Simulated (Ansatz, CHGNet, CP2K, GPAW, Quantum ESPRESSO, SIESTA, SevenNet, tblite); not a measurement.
# Random packing of 35PbO-65B2O3 (mol %) (67 atoms): other programs against plane waves

One geometry of random packing of 35PbO-65B2O3 (mol %) (67 atoms) is solved by several programs and methods. How far do their forces lie from a plane-wave PBE run?

Results are calculated, not measured.

## 1. The cell

The cell holds 67 atoms (6 Pb, 39 O and 22 B), with edges of 9.38, 9.38 and 9.38 Å. Recipe: 67 atoms (6 Pb, 39 O, 22 B) packed at random in a cube at 4.24 g/cm³ and pushed apart as soft spheres, cations and anions kept from their own kind; a start for melting by ab initio MD, not an equilibrated structure. Then every atom was moved at random, 0.02 Å r.m.s. a Cartesian component. The density is 4.24 g/cm³.

## 2. The reference input

Quantum ESPRESSO 7.5: Kohn-Sham DFT, PBE, SSSP efficiency 1.3.0 pseudopotentials, plane waves. Its input, pw.in:

```
&control
  calculation = 'scf'
  pseudo_dir = './pseudo'
  outdir = './tmp'
  disk_io = 'none'
  tprnfor = .true.
  tstress = .true.
/
&system
  ibrav = 0
  nat = 67
  ntyp = 3
  ecutwfc = 60
  ecutrho = 480
  nosym = .true.
  occupations = 'smearing'
  smearing = 'fd'
  degauss = 0.003675
/
&electrons
  conv_thr = 3.4e-07
  electron_maxstep = 100
  mixing_beta = 0.4
  mixing_mode = 'plain'
  diagonalization = 'david'
/
ATOMIC_SPECIES
Pb 207.200 Pb.upf
O 15.999 O.upf
B 10.810 B.upf
CELL_PARAMETERS angstrom
9.37580 0.00000 0.00000
0.00000 9.37580 0.00000
0.00000 0.00000 9.37580
ATOMIC_POSITIONS crystal
Pb 0.68853 0.92898 0.74023
Pb 0.42206 0.55431 0.58536
Pb 0.88536 0.99197 0.18254
Pb 0.54547 0.56541 0.84829
[... 61 atom lines left out ...]
B 0.86868 0.05780 0.45433
B 0.74629 0.71985 0.09442
K_POINTS gamma
```

```console
$ OMP_NUM_THREADS=1 mpirun -np 4 pw.x -in pw.in > output.txt
```

The job ended after 4.7 min (4 MPI ranks of Arm Neoverse V2, shared host; peak memory 2.2 GiB).

It converged with an r.m.s. force component of 2.6 eV/Å and a pressure of -15 GPa.

## 3. The other programs

- CHGNet: machine-learned potential, published weights.
- CP2K 2026.2: Gaussian basis with GTH pseudopotentials and a plane-wave density; labels give functional, basis (MOLOPT sets; SR short-range, UZH the newer set with its own potentials), grid cutoff/relative cutoff and solver (OT: orbital transformation; TRS4, TC2, SIGN: linear-scaling purification with its sparsity filter), or its built-in tight binding.
- GPAW 26.7.0: PAW with atomic orbitals (LCAO), plane waves or a real-space grid of spacing h.
- Quantum ESPRESSO 7.5: plane waves; labels (QE) give functional, pseudopotential set and cutoffs of waves/density.
- SIESTA 5.4.2: numerical atomic orbitals, whose automatically made sets are far from complete, with PseudoDojo norm-conserving potentials that we converted to its format (checked against plane waves on the same files for H, C, O, Si, Ge and Ca alone); labels give functional, basis size, energy shift and mesh cutoff.
- SevenNet: machine-learned potential, published weights.
- tblite 0.8.0: extended tight binding, driven from Python.

All use the same cell and atoms, and the electronic-structure runs the same k-mesh.

## 4. Side by side

Differences are against the reference: forces as r.m.s. over components, share as that over the reference's r.m.s. force, slope as the fitted ratio of a run's forces to the reference's.

```csv
run,"Δ force, r.m.s. (meV/Å)",share (%),slope,Δ pressure (GPa),cores,CPU time,memory (GiB)
reference,-,-,-,-,4,19 min,2.2
CHGNet r2SCAN potential,903,35.0,1.064,-3.27,1,3.2 s,1.2
"CP2K PBE+D3(BJ), DZVP-MOLOPT-SR, 600/50 Ry, diagonalisation",148,5.74,0.973,0.539,4,10 min,3.2
"CP2K PBE, DZVP-MOLOPT-SR, 600/30 Ry, diagonalisation (coarse)",83.3,3.23,0.990,1.04,4,7 min,3.2
"CP2K PBE, DZVP-MOLOPT-SR, 600/50 Ry, diagonalisation",83.4,3.23,0.990,0.979,4,10 min,3.1
"CP2K PBE, SZV-MOLOPT-SR, 600/50 Ry, diagonalisation (coarse)",888,34.4,0.833,10.6,2,5.9 min,2.1
"GPAW PBE, LCAO dzp, h 0.18 Å",180,6.97,0.969,-,1,4.1 min,1.1
"GPAW PBE, LCAO dzp, h 0.25 Å (coarse)",875,33.9,0.999,-,1,1.8 min,0.48
"GPAW PBE, LCAO sz(dzp), h 0.18 Å (coarse)",1185,45.9,0.734,-,1,84 s,0.81
"GPAW PBE, grid h 0.2 Å",79.5,3.08,0.991,-,2,7.3 min,1.5
"QE PBE, gbrv-1.5, 40/200 Ry",49.5,1.92,0.996,-0.015,2,7.4 min,0.8
"SIESTA BLYP, PBE potentials, DZP, shift 0.01 Ry, mesh 500 Ry",223,8.64,0.996,5.59,2,9.3 min,1.7
"SIESTA PBE, DZ, shift 0.01 Ry, mesh 500 Ry (coarse)",516,20.0,0.900,2.03,2,4.4 min,1.1
"SIESTA PBE, DZP, shift 0.01 Ry, mesh 500 Ry",185,7.18,0.981,0.642,2,9.5 min,1.7
"SIESTA PBE, SZ, shift 0.01 Ry, mesh 500 Ry (coarse)",1259,48.8,0.731,7.49,1,2.8 min,0.72
"SIESTA PBE, SZP, shift 0.01 Ry, mesh 500 Ry (coarse)",628,24.4,0.880,2.61,2,7.5 min,1.5
SevenNet 0 potential,581,22.5,1.016,-1.77,1,6.5 s,0.86
SevenNet l3i5 potential,530,20.6,0.912,-0.652,1,8.2 s,1.4
tblite GFN2-xTB,535,20.7,1.078,-7.42,1,4.2 s,0.1
tblite IPEA1-xTB,1197,46.4,1.335,-33.6,1,3.5 s,0.11
```

Rows marked coarse were listed beforehand as settings not expected to be converged; some can still land near the reference.

Times of the machine-learned potentials are mostly Python's start and the loading of weights.

Runs without a result: CP2K GFN1-xTB, diagonalisation (not converged).

CPU time is summed over cores on shared hosts, so it is rough.

## 5. What came out

Forces lie from 1.9 % (QE PBE, gbrv-1.5, 40/200 Ry) to 49 % (SIESTA PBE, SZ, shift 0.01 Ry, mesh 500 Ry, coarse) of the reference's r.m.s. force of 2.6 eV/Å away from it. Other PBE runs on plane waves or a grid: GPAW PBE, grid h 0.2 Å 3.1 % and QE PBE, gbrv-1.5, 40/200 Ry 1.9 % of the r.m.s. force; the reference has errors of its own, so differences under a few per cent don't tell which side is nearer the exact PBE result. The PBE runs in local orbitals, coarse settings apart, differ by 3.2 % (CP2K PBE, DZVP-MOLOPT-SR, 600/50 Ry, diagonalisation) to 7.2 % (SIESTA PBE, DZP, shift 0.01 Ry, mesh 500 Ry); basis, grid and potentials can all enter. Tight binding differs by 21 % (tblite GFN2-xTB) to 46 % (tblite IPEA1-xTB); it is another model, with fitted parameters of its own, and the xTB methods hold dispersion.

Machine-learned potentials differ by 21 % (SevenNet l3i5 potential) to 35 % (CHGNet r2SCAN potential); they were trained on other programs' data, some at another functional. Rows with another functional or a dispersion term differ by 5.7 % (CP2K PBE+D3(BJ), DZVP-MOLOPT-SR, 600/50 Ry, diagonalisation) to 8.6 % (SIESTA BLYP, PBE potentials, DZP, shift 0.01 Ry, mesh 500 Ry), which mixes the change of model with differences of basis and potentials, some of them made for another functional. IPEA1-xTB was fitted to ionisation energies and electron affinities, not to forces or charges. Runs with settings chosen to be coarse differ by 3.2 % (CP2K PBE, DZVP-MOLOPT-SR, 600/30 Ry, diagonalisation) to 49 % (SIESTA PBE, SZ, shift 0.01 Ry, mesh 500 Ry), their programs' other errors included. SIESTA PBE, SZP, shift 0.01 Ry, mesh 500 Ry softens the forces by a factor of 0.88 while following their directions (correlation 0.972). From GPAW PBE, LCAO dzp, h 0.25 Å to the finer GPAW PBE, LCAO dzp, h 0.18 Å the share falls from 34 to 7.0 %. Pressures at PBE, coarse settings apart, lie -0.01 to +0.98 GPa from the reference's. A pressure off by over 25 GPa (tblite IPEA1-xTB) is no usable stress for this cell.

**Limits.** Periodic xTB results under one method name differ between programs and library versions. The potentials hold different valence shells: 384 electrons in the reference, 324 in CP2K with SZV-MOLOPT-SR; this bears on time and differences. The reference's pressure holds the uncorrected Pulay stress of its 60 Ry basis, so small pressure differences may be the reference's own error. Machine-learned potentials mimic data converged in k, so the reference's own k-point error enters their differences. The electronic-structure runs sample only Γ, in a cell whose shortest periodic width is 9 Å, which is coarse for a cell with partly filled levels. Spin–orbit coupling is left out, which matters for the levels of the heavy elements. The reference's pressure of -15 GPa reflects the volume that the recipe set, positions that aren't this level's minimum and the basis. CP2K warns in some runs that its smearing reaches the highest orbitals computed, so too few empty orbitals were added. The reference has no spin polarisation, so local moments can't form. Where levels are smeared, the DFT runs use Fermi–Dirac occupations at 580 K (0.05 eV), and energies are free energies. The atoms were displaced at random, and shares hang on the size of the forces that this gives. The reference's cutoffs and mesh weren't converged further here.

[Logs are printed without paths, hosts, clocks, repeated set-up lines and the standing remarks that a program may print on its own settings, such as how far it seeks lower states.]

[Hosts, paths, dates, database ids (printed as entryN), source tags and the programs' standing remarks are cut or masked in the printed files.]

[Cells were taken only where this reference lay near another plane-wave run.]
